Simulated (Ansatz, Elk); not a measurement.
# Zn2Fe: X-ray structure factors from the self-consistent density

Structure refinements treat a crystal as free atoms side by side. For a made-up structure of Zn2Fe (cell and positions from a PBE relaxation) the runs below show what the calculated density changes in F(hkl).

Main program and level: Elk 11.2.3 (patched build); DFT, PBE, all-electron APW+lo, Dirac cores, scalar-relativistic bands, static density, ferromagnetic start.

The structure was built from a prototype and need not be the compound's stable phase.

## (1) The structure

It takes space group Fm-3m (No. 225, cubic). The conventional cell has a = 5.807 Å, b = 5.807 Å, c = 5.807 Å, α = 90.00°, β = 90.00°, γ = 90.00°. Nearest to Zn lie 4 Fe at 2.51 Å. Fe has 8 Zn at 2.51 Å nearest. Farther neighbours are not listed.

As a file:

```cif
data_structure
_symmetry_space_group_name_H-M 'P 1'
_symmetry_Int_Tables_number 1
_cell_length_a 4.1059
_cell_length_b 4.1059
_cell_length_c 4.1059
_cell_angle_alpha 60.000
_cell_angle_beta 60.000
_cell_angle_gamma 60.000
_cell_volume 48.95
loop_
_atom_site_label
_atom_site_type_symbol
_atom_site_fract_x
_atom_site_fract_y
_atom_site_fract_z
_atom_site_occupancy
Zn1 Zn 0.25000 0.25000 0.25000 1
Zn2 Zn 0.75000 0.75000 0.75000 1
Fe3 Fe 0.00000 0.00000 0.00000 1
```

## (2) Ground state and structure factors

An all-electron density is needed, since X-rays see the cores too. Task 0 finds the density and task 195 Fourier-transforms it; tshift is off so that phases refer to the origin typed.

File elk.in:

```
tasks
  0
  195
  196

xctype
  20

spinpol
  .true.

rgkmax
  7.0

gmaxvr
  14.0

lmaxo
  7

lmaxapw
  8

swidth
  0.002

tshift
  .false.

ramdisk
  .false.

hmaxvr
  5.5

maxscl
  120

epspot
  1e-06

reducebf
  0.8

sppath
  './'

avec
  -0.00000000000 5.48650328142 5.48650328142
  5.48650328142 0.00000000000 5.48650328142
  5.48650328142 5.48650328142 0.00000000000

atoms
  2
  'Zn.in'
  2
  0.2500000000 0.2500000000 0.2500000000   0.000000 0.000000 0.000000
  0.7500000000 0.7500000000 0.7500000000   0.000000 0.000000 0.000000
  'Fe.in'
  1
  -0.0000000000 0.0000000000 0.0000000000   0.000000 0.000000 -0.120000

ngridk
  6 6 6
```

Run with:

```
$ OMP_NUM_THREADS=4 elk
```

Numbers of over 12 decimals in the logs are rounded to 6 here.

Output:

```text
┌─────────────────────────┐
│ Elk code version 11.2.3 │
└─────────────────────────┘

All units are atomic (Hartree, Bohr, etc.)

┌─────────────────────────────────────────────────┐
│ Ground-state run starting from atomic densities │
└─────────────────────────────────────────────────┘

Lattice vectors :
  -0.000000000       5.486503281       5.486503281
   5.486503281       0.000000000       5.486503281
   5.486503281       5.486503281       0.000000000

Reciprocal lattice vectors :
 -0.5726038047      0.5726038047      0.5726038047
  0.5726038047     -0.5726038047      0.5726038047
  0.5726038047      0.5726038047     -0.5726038047

Unit cell volume      :    330.3063520
Brillouin zone volume :   0.7509701583

Muffin-tin inner radius fraction :   0.1000000000E-01

Nuclei treated as point charges

Species : 1 (Zn)
 parameters loaded from : Zn.in
 name : zinc
 nuclear charge    :   -30.00000000
 electronic charge :    30.00000000
 atomic mass :    119233.3130
 muffin-tin radius :    2.350725610
 number of radial points in muffin-tin :    993
 inner part over the whole radius :   0.9904133651E-02
 number on inner part of muffin-tin    :    701
 approximate nuclear radius :   0.7484757725E-04
 number of mesh points to nuclear radius :    338
 atomic positions (lattice), magnetic fields (Cartesian) :
  1 :   0.25000000  0.25000000  0.25000000    0.00000000  0.00000000  0.00000000
  2 :  -0.25000000 -0.25000000 -0.25000000    0.00000000  0.00000000  0.00000000

Species : 2 (Fe)
 parameters loaded from : Fe.in
 name : iron
 nuclear charge    :   -26.00000000
 electronic charge :    26.00000000
 atomic mass :    101799.2075
 muffin-tin radius :    2.350725610
 number of radial points in muffin-tin :    993
 inner part over the whole radius :   0.9957056819E-02
 number on inner part of muffin-tin    :    700
 approximate nuclear radius :   0.7160107270E-04
 number of mesh points to nuclear radius :    332
 atomic positions (lattice), magnetic fields (Cartesian) :
  1 :   0.00000000  0.00000000  0.00000000    0.00000000  0.00000000 -0.12000000

Total number of atoms per unit cell :    3
Total muffin-tin volume :    163.2359008
 ratio of muffin-tin to unit cell volume :   0.4941954638

Spin treatment :
 spin-polarised
 global magnetic field (Cartesian) :    0.000000000       0.000000000       0.000000000
 collinear magnetisation in z-direction

Number of Bravais lattice symmetries :   48
Number of crystal symmetries         :   48
Crystal has inversion symmetry
Real symmetric eigensolver will be used

k-point grid :      6     6     6
k-point offset :    0.000000000       0.000000000       0.000000000
k-point set is reduced with full crystal symmetry group
Total number of k-points :       16

Muffin-tin radius times maximum |G+k| :    7.000000000
 using average radius
Maximum |G+k| for APW functions       :    2.977803947
Maximum (1/2)|G+k|²                   :    4.433658174
Maximum |G| for potential and density :    14.00000000
Constant for pseudocharge density :    8
 order of it for each species :   15  15
 order of it for pair densities of each species (exact exchange by exxq0 0: 16) :   10  10
Radial integration step length :    1

G-vector grid sizes :     35    35    35
Number of G-vectors :    15353

Maximum angular momentum used for
 APW functions            :    8
 outer part of muffin-tin :    7
 inner part of muffin-tin :    2

Total nuclear charge    :   -86.00000000
Total core charge       :    34.00000000
Total valence charge    :    52.00000000
Total excess charge     :    0.000000000
Total electronic charge :    86.00000000

Effective Wigner radius, rₛ :   0.9715010813

Number of empty states         :     36
Total number of valence states :    126
Total number of core states    :     34

Third-order local-orbitals added for an l without core states : T
Total number of local-orbitals :     67

Exchange-correlation functional :     20     0     0
 Perdew-Burke-Ernzerhof, Phys. Rev. Lett. 77, 3865 (1996)
[...]
species : 2 (Fe)
   atom 1                    :    1.665973525
 total in muffin-tins        :    1.585820240
 total moment                :    1.481135610

RMS change in Kohn-Sham potential (target) :    2.971981683     (  0.1000000000E-05)
Absolute change in total energy (target)   :   0.3476883850     (  0.1000000000E-03)

[... loops 3 to 23 left out ...]

┌──────────────────┐
│ Loop number : 24 │
└──────────────────┘

Energies :
 Fermi                       :     0.185545
 sum of occupied eigenvalues :     -2798.5239666762
 electron kinetic            :      4948.1163864221
 core electron kinetic       :      4381.1055263669
 Coulomb                     :     -9613.8428368237
 Coulomb potential           :     -7487.7282575828
 nuclear-nuclear             :     -720.66292057076
 electron-nuclear            :     -10320.838729287
 Hartree                     :      1427.6588130344
 Madelung                    :     -5869.9787080324
 xc potential                :     -258.77943774467
 xc effective B-field        :    -0.132645
 external B-field            :      0.000000
 exchange                    :     -195.15736060965
 correlation                 :     -4.088907
 electron entropic           :    -0.86388531772157E-03
 total energy                :     -4864.9735823849
 (external B-field energy excluded from total)

Density of states at Fermi energy :    63.02780520
 (states/Hartree/unit cell)

Estimated indirect band gap :   0.4790077067E-03
 from k-point 16 to k-point 4
Estimated direct band gap   :   0.3479312729E-02
 at k-point 16

Charges :
 core                        :    34.00000000
 valence                     :    52.00000000
 interstitial                :    3.363203281
 muffin-tins (core leakage)
  species : 1 (Zn)
[...]
species : 2 (Fe)
[...]
total in muffin-tins        :    82.63679672
 total calculated charge     :    85.99963169
 total charge                :    86.00000000
 error                       :   0.3683083962E-03

Moments :
 interstitial                :   0.1650062472E-01
 muffin-tins
  species : 1 (Zn)
[...]
species : 2 (Fe)
[...]
total in muffin-tins        :    2.499134125
 total moment                :    2.515634749

RMS change in Kohn-Sham potential (target) :   0.6942972240E-06 (  0.1000000000E-05)
Absolute change in total energy (target)   :   0.3282011949E-04 (  0.1000000000E-03)

Convergence targets achieved

┌──────────────────┐
│ Loop number : 25 │
└──────────────────┘

Energies :
 Fermi                       :     0.185546
 sum of occupied eigenvalues :     -2798.5239927182
 electron kinetic            :      4948.1163571965
 core electron kinetic       :      4381.1055102009
 Coulomb                     :     -9613.8428557651
 Coulomb potential           :     -7487.7282700240
 nuclear-nuclear             :     -720.66292057076
 electron-nuclear            :     -10320.838752030
 Hartree                     :      1427.6588168353
 Madelung                    :     -5869.9787207531
 xc potential                :     -258.77942829257
 xc effective B-field        :    -0.132649
 external B-field            :      0.000000
 exchange                    :     -195.15736281814
 correlation                 :     -4.088907
 electron entropic           :    -0.86389096909520E-03
 total energy                :     -4864.9736326280
 (external B-field energy excluded from total)

Density of states at Fermi energy :    63.02860015
 (states/Hartree/unit cell)

Estimated indirect band gap :   0.4789563962E-03
 from k-point 16 to k-point 4
Estimated direct band gap   :   0.3478816127E-02
 at k-point 16

Charges :
 core                        :    34.00000000
 valence                     :    52.00000000
 interstitial                :    3.363204917
 muffin-tins (core leakage)
  species : 1 (Zn)
   atom 1                    :    28.87663763     (  0.1079656994E-03)
   atom 2                    :    28.87663763     (  0.1079656994E-03)
  species : 2 (Fe)
   atom 1                    :    24.88351982     ( -0.2246141459E-06)
 total in muffin-tins        :    82.63679508
 total calculated charge     :    85.99963169
 total charge                :    86.00000000
 error                       :   0.3683091441E-03

Moments :
 interstitial                :   0.1648597220E-01
 muffin-tins
  species : 1 (Zn)
   atom 1                    :  -0.2622598706E-01
   atom 2                    :  -0.2622598706E-01
  species : 2 (Fe)
   atom 1                    :    2.551609897
 total in muffin-tins        :    2.499157923
 total moment                :    2.515643895

┌──────────────────────────────┐
│ Self-consistent loop stopped │
└──────────────────────────────┘

Warning : core states of species 1 leak from the muffin-tin :   0.1079656994E-03

Wrote STATE.OUT
```

Wall time 43 s (4 threads of AMD EPYC 9R14 (Zen 4), shared host); peak memory 0.43 GiB.

SFACRHO.OUT:

```text

h k l indices transformed by vhmat matrix:
   1.000000000       0.000000000       0.000000000    
   0.000000000       1.000000000       0.000000000    
   0.000000000       0.000000000       1.000000000    

      h      k      l  multipl.   |H|            Re(F)            Im(F)           |F|

      0      0      0      1   0.0000000       85.999999     -0.20934620E-16   85.999999    
     -1      0      0      8  0.99177888       22.011289     -0.15122923E-17   22.011289    
     -1      0     -1      6   1.1452076      -29.267522     -0.21563852E-16   29.267522    
      1      0     -1     12   1.6195681       63.485945      0.39244899E-16   63.485945    
     -2     -1     -2     24   1.8991120       17.065202      0.76542284E-17   17.065202    
      0      2      0      8   1.9835578      -24.424959     -0.61539180E-19   24.424959    
     -2      0     -2      6   2.2904152       53.455660      0.53821232E-17   53.455660    
      0     -2      1     24   2.4959221       14.533122      0.36440175E-18   14.533122    
     -2      1     -1     24   2.5607621      -21.421775     -0.30055159E-17   21.421775    
     -3     -2     -3     24   2.8051743       46.703941     -0.31998310E-18   46.703941    
     -3      0      0      8   2.9753366       12.708605      0.53598219E-17   12.708605    
      1     -2     -2     24   2.9753366       12.604949     -0.71274956E-17   12.604949    
     -4     -2     -2     12   3.2391363       41.576911      0.76611990E-18   41.576911    
      1      2     -2     48   3.3875698       11.327529     -0.12334781E-16   11.327529    
     -3     -3     -4     24   3.4356228      -17.052122     -0.41576828E-17   17.052122    
      3      0      3      6   3.4356228      -17.172113     -0.19327114E-17   17.172113    
     -1     -3     -4     24   3.6214644       37.556195     -0.11498638E-16   37.556195    
      0     -4     -1     24   3.7548142       10.355161     -0.11526290E-16   10.355161
```

Elk indexes on the primitive cell of elk.in and gives |H| = 4π sin θ/λ in inverse bohr. Below, one row stands for each form hkl of the conventional cell (m members, Friedel mates merged), F is for one primitive cell and the density is static (no thermal factor). Free-atom factors are Waasmaier and Kirfel's, and R is Σm||F|−|F'||/Σm|F|.

```csv
hkl,m,sin θ/λ (Å⁻¹),"abs F, DFT",neutral atoms,diff.
111,8,0.149,22.011,21.855,+0.156
200,6,0.172,29.267,29.566,-0.298
220,12,0.244,63.486,64.005,-0.519
311,24,0.286,17.065,17.200,-0.134
222,8,0.298,24.425,24.781,-0.356
400,6,0.344,53.456,53.813,-0.357
331,24,0.375,14.533,14.508,+0.025
420,24,0.385,21.422,21.524,-0.103
422,24,0.422,46.704,46.773,-0.069
333,8,0.447,12.709,12.662,+0.047
511,24,0.447,12.605,12.662,-0.057
440,12,0.487,41.577,41.573,+0.004
531,48,0.509,11.328,11.319,+0.009
442,24,0.517,17.052,17.099,-0.047
```

## (3) The magnetisation density

The same run holds the spin density, and task 196 transforms it. The order is that of the start, and no other was tried.

SFACMAG_1.OUT:

```text

h k l indices transformed by vhmat matrix:
   1.000000000       0.000000000       0.000000000    
   0.000000000       1.000000000       0.000000000    
   0.000000000       0.000000000       1.000000000    

      h      k      l  multipl.   |H|            Re(F)            Im(F)           |F|

      0      0      0      1   0.0000000       2.5156440      0.12510150E-17   2.5156440    
     -1      0      0      8  0.99177888       2.1056801     -0.73957447E-17   2.1056801    
     -1      0     -1      6   1.1452076       1.9568727      0.30016348E-17   1.9568727    
      1      0     -1     12   1.6195681       1.4986489      0.39501308E-17   1.4986489    
     -2     -1     -2     24   1.8991120       1.2215319      0.31743836E-17   1.2215319    
      0      2      0      8   1.9835578       1.0433058     -0.26116886E-18   1.0433058    
     -2      0     -2      6   2.2904152       1.0229087     -0.97720847E-18   1.0229087    
      0     -2      1     24   2.4959221      0.74721715     -0.20418134E-17  0.74721715    
     -2      1     -1     24   2.5607621      0.72830281     -0.15153372E-17  0.72830281    
     -3     -2     -3     24   2.8051743      0.61377566      0.12986823E-17  0.61377566    
     -3      0      0      8   2.9753366      0.46975000      0.85660679E-17  0.46975000    
      1     -2     -2     24   2.9753366      0.59045316      0.40787948E-17  0.59045316    
     -4     -2     -2     12   3.2391363      0.41021397     -0.26999240E-17  0.41021397    
      1      2     -2     48   3.3875698      0.36062282     -0.11519961E-18  0.36062282    
     -3     -3     -4     24   3.4356228      0.28358928     -0.69319784E-18  0.28358928    
      3      0      3      6   3.4356228      0.43971909      0.96829520E-18  0.43971909
```

The total moment is 2.52 μB a cell; sphere moments: Zn1 -0.03, Zn2 -0.03, Fe3 +2.55 μB. Polarised neutrons measure spin and orbital magnetisation together; without spin-orbit coupling the run gives the spin part. With nearly all of the moment on one atom, abs F_M/F_M(0) is close to a form factor, set here beside ⟨j0⟩ of the free Fe2+ ion, taken for comparison since the valence isn't defined:

```csv
hkl,sin θ/λ (Å⁻¹),abs F_M (μB),F_M/F_M(0),⟨j0⟩
111,0.149,2.106,0.837,0.804
200,0.172,1.957,0.778,0.750
220,0.244,1.499,0.596,0.578
311,0.286,1.222,0.486,0.482
222,0.298,1.043,0.415,0.454
400,0.344,1.023,0.407,0.363
331,0.375,0.747,0.297,0.309
420,0.385,0.728,0.290,0.293
422,0.422,0.614,0.244,0.238
333,0.447,0.470,0.187,0.205
511,0.447,0.591,0.235,0.205
440,0.487,0.410,0.163,0.161
531,0.509,0.361,0.143,0.139
442,0.517,0.284,0.113,0.132
```

## (4) The highest occupied states alone

An energy window below the Fermi level keeps the highest occupied states, to see at which angles they scatter; shallow core shells can lie inside it and anion s states outside. No new self-consistency is needed.

elk.in, as its differences from that of step 2:

```diff
@@ -1,5 +1,3 @@
 tasks
-  0
   195
-  196
 
@@ -44,2 +42,5 @@
 
+wsfac
+  -0.365690 0.485550
+
 sppath
```

Run with:

```
$ OMP_NUM_THREADS=4 elk
```

Output:

```text
┌─────────────────────────────────┐
│ Elk code version 11.2.3 started │
└─────────────────────────────────┘

Info(readinput): the functional depends on the density's gradient
 muffin-tin radial points multiplied by    2.00000
 (not where nrmtscf is given)

┌────────────────────┐
│ Current task : 195 │
└────────────────────┘
Info(checkmt): changed muffin-tin radius of species 1 (Zn) from   2.4000 to   2.3507
Info(checkmt): changed muffin-tin radius of species 2 (Fe) from   2.4000 to   2.3507

Info(sfacrho): density structure factors written to SFACRHO.OUT

 Energy window :  -0.3656900000      0.4855500000

┌──────────────────┐
│ Elk code stopped │
└──────────────────┘
```

Wall time 2.9 s (4 threads); peak memory 0.19 GiB; 4.8 s of CPU time.

States within 15 eV below the Fermi level hold 32.00 electrons; any levels below the window count with the cores. Their amplitudes can exceed the total, where window and core parts have opposite phase:

```csv
hkl,sin θ/λ (Å⁻¹),"abs F, window","abs F, all"
111,0.149,5.144,22.011
200,0.172,11.883,29.267
220,0.244,16.156,63.486
311,0.286,2.589,17.065
222,0.298,8.258,24.425
400,0.344,11.198,53.456
331,0.375,1.785,14.533
420,0.385,6.385,21.422
422,0.422,8.382,46.704
333,0.447,1.244,12.709
```

(Continued in part 2 of 2.)

[Logs are printed without paths, hosts, clocks, repeated set-up lines and the standing remarks that a program may print on its own settings, such as how far it seeks lower states.]

[Hosts, paths, dates, database ids (printed as entryN), source tags and the programs' standing remarks are cut or masked in the printed files.]
